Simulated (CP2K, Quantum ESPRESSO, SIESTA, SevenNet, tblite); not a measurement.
# Bulk modulus two ways: random rock-salt alloy of NbC and TiC (64 atoms), SevenNet 0

The cell holds 64 atoms (20 Nb, 32 C and 12 Ti). Recipe: rock-salt NbC, 2 x 2 x 2 conventional cells, 12 of 32 Nb sites given to Ti at random (x = 0.375), lattice by Vegard's rule (a = 4.417 Å); not relaxed, displaced by a Gaussian of 0.02 Å. Then the atoms were relaxed with SevenNet 0 in the fixed cell.

Calculated with SevenNet 0: SevenNet 0, trained on PBE(+U) plane-wave data, no dispersion term. The cell is scaled evenly by ±3 % in volume, and SevenNet 0 relaxes the atoms at each volume before the single point.

```
volume (Å³/atom)  energy less the middle row's (meV/atom)  pressure (GPa)
          10.447                                   21.854          16.042
          10.770                                    0.000           5.964
          11.094                                   -3.199          -2.577
```

**Question.** Find the bulk modulus at the middle volume from the pressures and from the energies, and check the printed pressure against the slope of the energy (1 meV/Å³ = 0.16022 GPa).

**Working.**

The step is h = 0.3231 Å³. From pressures: B = −V dP/dV = 10.770 × (16.042 − (-2.577)) / (2 × 0.3231) = 310 GPa.

From energies: B = V d²E/dV² = 10.770 × (21.854 + (-3.199)) / 0.3231² = 1925 meV/Å³ = 308 GPa.

Slope: P = −dE/dV = −(-3.199 − (21.854)) / (2 × 0.3231) = 38.8 meV/Å³ = 6.21 GPa, against 5.96 GPa printed.

The two moduli agree within 1 %.

A central difference over ±3 % overstates P by about B(1 + B′)(0.03)²/6, some 0.23 GPa for B′ = 4.

Limits: three points, a static cell at zero temperature, the cell shape held; the modulus is that at 6.0 GPa, not at zero pressure.

[Logs are printed without paths, hosts, clocks, repeated set-up lines and the standing remarks that a program may print on its own settings, such as how far it seeks lower states.]

[Hosts, paths, dates, database ids (printed as entryN), source tags and the programs' standing remarks are cut or masked in the printed files.]
